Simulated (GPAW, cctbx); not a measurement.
# How far are the atoms of Ga4AsP3 from free atoms?

Question: by how much does bonding change the structure factors of Ga4AsP3?

The cell is our own: ordered zincblende alloy in the eight-atom cube, 3 of 4 As sites given to P. All numbers below are calculated.

## 1. Relax the structure

The density hangs on the geometry, so cell and atoms are relaxed first, with the symmetry held. The cutoff is set higher than for the density because stress converges slowly with plane waves.

Settings: GPAW 26.7.0, PBE, 650 eV, 4×4×4 k-points, Fermi–Dirac width 0.02 eV, BFGS to 0.02 eV/Å.

```text
cell
1.0
     5.570000000    0.000000000    0.000000000
     0.000000000    5.570000000    0.000000000
     0.000000000    0.000000000    5.570000000
P Ga As
3 4 1
Direct
0.000000000 0.000000000 0.500000000
0.000000000 0.500000000 0.000000000
0.500000000 0.000000000 0.000000000
0.250000000 0.250000000 0.750000000
0.250000000 0.750000000 0.250000000
0.750000000 0.250000000 0.250000000
0.750000000 0.750000000 0.750000000
0.500000000 0.500000000 0.500000000
```

```console
$ OMP_NUM_THREADS=1 mpirun -n 4 gpaw python run.py > gpaw.log
```

```text
BFGS:    0      -35.351875        0.656458
BFGS:    1      -35.374740        0.497800
BFGS:    2      -35.408717        0.109627
BFGS:    3      -35.409318        0.101225
BFGS:    4      -35.411242        0.065612
BFGS:    5      -35.412690        0.063651
BFGS:    6      -35.413394        0.027701
BFGS:    7      -35.413488        0.004484
cell  5.5985 5.5985 5.5985  90.00 90.00 90.00
volume 175.474 A^3, largest force 0.003 eV/A, largest stress 0.02 GPa
```

After 7 steps the volume has changed by +1.5 % and the energy by -0.062 eV; the largest stress left is 0.02 GPa. It took 62 s on 4 cores of Arm Neoverse V2 (shared host), peak memory 0.98 GiB.

Relaxed structure: P-43m (no. 215), a = 5.5985 Å, b = 5.5985 Å, c = 5.5985 Å, α = 90.00°, β = 90.00°, γ = 90.00°.

| atom | mult. | x | y | z |
| --- | --- | --- | --- | --- |
| As1 | 1 | 1/2 | 1/2 | 1/2 |
| Ga1 | 4 | 0.2459 | 0.2459 | 0.7541 |
| P1 | 3 | 0 | 0 | 1/2 |

## 2. The all-electron density

X-rays see the whole electron density, so the PAW density is rebuilt with its core regions. Subtracting spherical free atoms from the same code cancels the cores and leaves the deformation density Δρ, the part due to bonding.

Settings: PBE, 600 eV, 4×4×4 k-points, Fermi–Dirac width 0.02 eV; primitive cell of 8 atoms.

```console
$ OMP_NUM_THREADS=1 mpirun -n 4 gpaw python run.py > gpaw.log
```

```text
|iter:   1|       0s |  -36.006959 | -0.38 |       |
|iter:   2|       1s |  -35.897136 | -2.10 | -0.85 |
|iter:   3|       2s |  -35.421991 | -1.83 | -0.89 |
...
|iter:   6|       3s |  -35.411615c| -4.79 | -2.55 |
|iter:   7|       4s |  -35.411654c| -6.16 | -3.13 |
|iter:   8|       5s |  -35.411655c| -7.45c| -4.11c|
```

```text
grid (64, 64, 64)  electrons 202.000  moved by bonding 1.934 e
deformation density beyond 0.5 A of the nuclei: max 0.148, min -0.079 e/A^3
atom        x       y       z   Voronoi charge  moment
As1    0.5000  0.5000  0.5000     -0.156       0.00
Ga2    0.2458  0.2458  0.7542      0.176       0.00
Ga3    0.2458  0.7542  0.2458      0.176       0.00
Ga4    0.7542  0.2458  0.2458      0.176       0.00
Ga5    0.7542  0.7542  0.7542      0.176       0.00
P 6    0.0000  0.0000  0.5000     -0.182       0.00
P 7    0.0000  0.5000  0.0000     -0.182       0.00
P 8    0.5000  0.0000  0.0000     -0.182       0.00
mean inner potential of superposed free atoms 14.258 V
total magnetic moment 0.000 muB
```

Deformation density in a plane through the shortest contact of the Ga atom at the origin, in 0.01 e/Å³ (clipped at ±99); x from -1.6 to 4.0 Å, y from 2.4 down to -2.4 Å:

```text
 11   .   .   .  -6  -2  -2  -1  -1  -1  -1  -1  -1  -1  -1  -1
  9  -2   .   .  -3  -1  -1  -1  -1  -1  -1  -1  -1  -1  -2  -2
  4   0   5  10   7   2   0  -1  -1  -1  -1  -1  -1  -1  -1  -1
  1   4  10  14   9   3  -1  -1  -1  -2  -2   0   1   1  -1  -1
  0   2   5   4  -1  -4  -2   1   2  -1  -5  -2   2   1   0  -1
 -2  -2  -3  -5   .  -3  -4   5  10   3  -6   .  -3  -1  -1  -1
 -2  -3  -5  -2   .   .  -5   8  15   8   .   .  -7  -5  -2  -1
 -2  -2  -4  -5   .  -2  -4   5  10   4  -3   .   1   0   0  -1
 -1  -1  -1  -3  -5  -5  -3   1   3   2   3  11  13   7   2  -1
 -1  -1  -1  -1  -2  -3  -3  -1   0   1   5  11  11   5   0  -1
 -1  -1  -1  -1  -1  -2  -2  -1  -1   0   1   1  -3  -5  -5  -2
 -1  -1  -1  -1  -1  -1  -2  -2  -2  -2  -3  -5  -1   .  -2  -2
 -1  -1  -1  -1  -1  -1  -2  -1  -2  -2  -4  -5   .   .   .  -2
```

Atoms in or within 0.15 Å of the plane: Ga (0.0, 0.0), Ga (3.2, -2.3), P (2.4, 0.0), P (-0.8, 2.3) Å. Dots mark points within about 0.45 Å of a nucleus; large values next to them are atomic features.

P gains most (-0.18 e) and Ga loses most (+0.18 e), as electronegativity suggests. Such charges fall far short of formal ones, since overlapping free atoms already put density on their neighbours. Along the shortest contact from the Ga atom at the map's origin, Ga–P at 2.41 Å, Δρ is +0.13 e/Å³ at the midpoint and highest, +0.15, 1.38 Å from Ga (points within 0.5 Å of a nucleus left out): a bond charge, the mark of covalency, pulled towards P. At the midpoints of other shortest contacts it is +0.12 (As–Ga, 2.46 Å) e/Å³. Point values carry grid noise of about 0.01 e/Å³. The run needed 8 iterations, 9.2 s.

## 3. From the density to structure factors

The Fourier components of Δρ, added to those of the free atoms, give the static X-ray structure factors; the Mott–Bethe relation turns them into the Fourier components V of the potential that fast electrons feel.

```text
static structure factors of the conventional cell: F in electrons, V (Mott-Bethe) in volts
   h  k  l      d  |F| table  |F| free   |F| DFT   change   |V| free  |V| DFT  change %
   0  1  0  5.5985    14.436    14.422    14.431    0.009     0.282    0.275     -2.6
   0  1  1  3.9587    17.084    17.077    17.053   -0.024     0.412    0.422      2.4
   1  1  1  3.2323   123.309   123.423   123.939    0.516     6.358    6.192     -2.6
   0  2  0  2.7992    43.038    42.952    42.510   -0.441     0.589    0.680     15.3
   0  2  1  2.5037    18.500    18.490    18.453   -0.037     0.448    0.454      1.3
   1  2  1  2.2856    16.327    16.307    16.271   -0.037     0.381    0.386      1.4
   0  2  2  1.9794   144.329   143.984   143.607   -0.377     5.903    5.941      0.7
   1  2  2  1.8662    12.391    12.354    12.363    0.010     0.221    0.220     -0.4
   0  3  0  1.8662    21.794    21.715    21.692   -0.023     0.544    0.546      0.4
   0  3  1  1.7704    14.291    14.238    14.241    0.003     0.287    0.287     -0.1
   1  3  1  1.6880    99.031    98.635    98.151   -0.484     3.557    3.595      1.1
   2  2  2  1.6161    36.497    36.118    36.364    0.246     0.640    0.627     -2.0
   0  3  2  1.5527     7.233     7.207     7.210    0.003     0.070    0.070     -0.3
   1  3  2  1.4963    14.282    14.220    14.232    0.011     0.303    0.302     -0.2
```

The largest X-ray change is +0.52 e on 111, 0.4 % of |F|. For electrons V goes as (Z − F)/g², so a change of F counts against Z − F, which is small at low angle and wherever the atoms' terms cancel: |V| of 020 moves by +15.3 % (0.59 to 0.68 V) against -1.0 % in |F|. The last three rows still change by up to 0.25 e; the table stops while the angles are still low. The tabulated Hartree–Fock atoms differ from the free DFT atoms by up to 0.40 e, so the choice of reference atom matters too.

## 4. Answer

Bonding moves 1.93 e in the primitive cell of Ga4AsP3 and changes the structure factors of the conventional cell in the table above by at most 0.52 e (111, 0.4 %), and among reflections above 2 % of the strongest by up to 1.0 % (020). The shortest bond, Ga–P, has Δρ = +0.13 e/Å³ at its midpoint, a covalent bond charge. Limits: static density, frozen cores, no spin–orbit coupling.

[Outputs are excerpts: Python notices, other lines and further rows are left out; steps that failed or that the build refused (PBEsol, TPSS) are not shown.]

[Logs are printed without paths, hosts, clocks, repeated set-up lines and the standing remarks that a program may print on its own settings, such as how far it seeks lower states.]
